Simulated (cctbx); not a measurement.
## Interatomic vectors of H8PdBr6N2

Space group P2_1/c (no. 14), a = 7.1690 Å, b = 7.1480 Å, c = 12.7992 Å, α = 90.00°, β = 123.43°, γ = 90.00°, content Pd2 Br12 N4 H16.

Simulated single-crystal data (cctbx): Cu Kα, λ = 1.54184 Å, to d = 0.83 Å, 50 % of the full sphere, strongest reflection 20000 counts, noise from counting, a 1.5 % proportional error and a noise floor of 8 counts (s.d.); no absorption.

Patterson synthesis, origin scaled to 1000:

```text
Patterson group P 1 2/m 1
      u       v       w   height  length (A)
  0.000   0.000   0.000   1000.0     0.00
  0.000   0.500   0.500    539.0     7.33
  0.500   0.000   0.500    478.0     5.34
  0.231   0.000   0.234    316.3     2.50
  0.501   0.240   0.248    306.4     6.19
  0.500   0.500   0.500    299.9     6.43
  0.005   0.260   0.256    278.9     3.76
  0.229   0.500   0.733    269.3     5.77
  0.000   0.500   0.000    260.7     3.57
  0.000   0.000   0.500    254.7     6.40
  0.500   0.500   0.000    222.3     5.06
  0.500   0.053   0.000    217.8     3.60
  0.238   0.233   0.004    214.2     2.37
  0.245   0.270   0.505    212.2     7.70
```

**Question.** Which atom pairs make the peaks, and where is the heaviest atom?

A peak at u stands for all pairs with xi − xj = u, with weight Σ ZiZj against Σ Z² = 19144 at the origin. Peak heights follow these weights only roughly, since form factors, motion and series ripples differ, all vectors within 0.55 Å of a peak are counted as merged into it though the farther ones add only part of their weight, and F(000) is left out, which lowers the whole map:

| u | v | w | shortest length (Å) | height | 1000 ΣZiZj/ΣZ² | pairs in the cell |
| --- | --- | --- | --- | --- | --- | --- |
| 0.000 | 0.500 | 0.500 | 7.33 | 539 | 487 | 4 × Br–Br, 2 × Pd–Pd, 4 × N–N, 4 × H–H |
| 0.500 | 0.000 | 0.500 | 5.34 | 478 | 778 | 12 × Br–Br, 4 × N–N |
| 0.231 | 0.000 | 0.234 | 2.50 | 316 | 336 | 4 × Pd–Br |
| 0.501 | 0.240 | 0.248 | 3.65 | 306 | 614 | 8 × Br–Br, 8 × Br–N |
| 0.500 | 0.500 | 0.500 | 6.43 | 300 | 358 | 4 × Br–Br, 8 × Br–N |
| 0.005 | 0.260 | 0.256 | 3.75 | 279 | 486 | 6 × Br–Br, 8 × Br–N |
| 0.229 | 0.500 | 0.733 | 5.77 | 269 | 336 | 4 × Pd–Br |
| 0.000 | 0.500 | 0.000 | 3.57 | 261 | 614 | 8 × Br–Br, 8 × Br–N |
| 0.000 | 0.000 | 0.500 | 6.40 | 255 | 358 | 4 × Br–Br, 8 × Br–N |
| 0.500 | 0.500 | 0.000 | 5.06 | 222 | 266 | 4 × Br–Br, 4 × N–N, 4 × H–H |

The table stops at ten peaks or at a height of 45, below which ripples compete. In the model behind the data Pd, the heaviest element, has 1 independent site: (0, 0, 0), up to an allowed shift of origin; the Pd–Pd vectors are differences of these positions and their symmetry mates. The whole model:

```csv
atom,mult.,x,y,z,Ueq (Å²)
Pd1,2,0,0,0,0.0270
Br1,4,0.2314,0.0145,0.2331,0.0280
Br2,4,0.2145,0.7303,0.0046,0.0261
Br3,4,0.2679,0.2022,0.0075,0.0242
N1,4,0.7468,0.9917,0.2462,0.0405
H1,4,0.7747,0.0611,0.3323,0.0852
H2,4,0.7271,0.8462,0.2480,0.0872
H3,4,0.6072,0.0622,0.1638,0.0911
H4,4,0.8968,0.0298,0.2524,0.0878
```

The model is made up (kin elements in a known structure type, no relaxation), so it says nothing on whether the phase exists.

[Logs are printed without paths, hosts, clocks, repeated set-up lines and the standing remarks that a program may print on its own settings, such as how far it seeks lower states.]
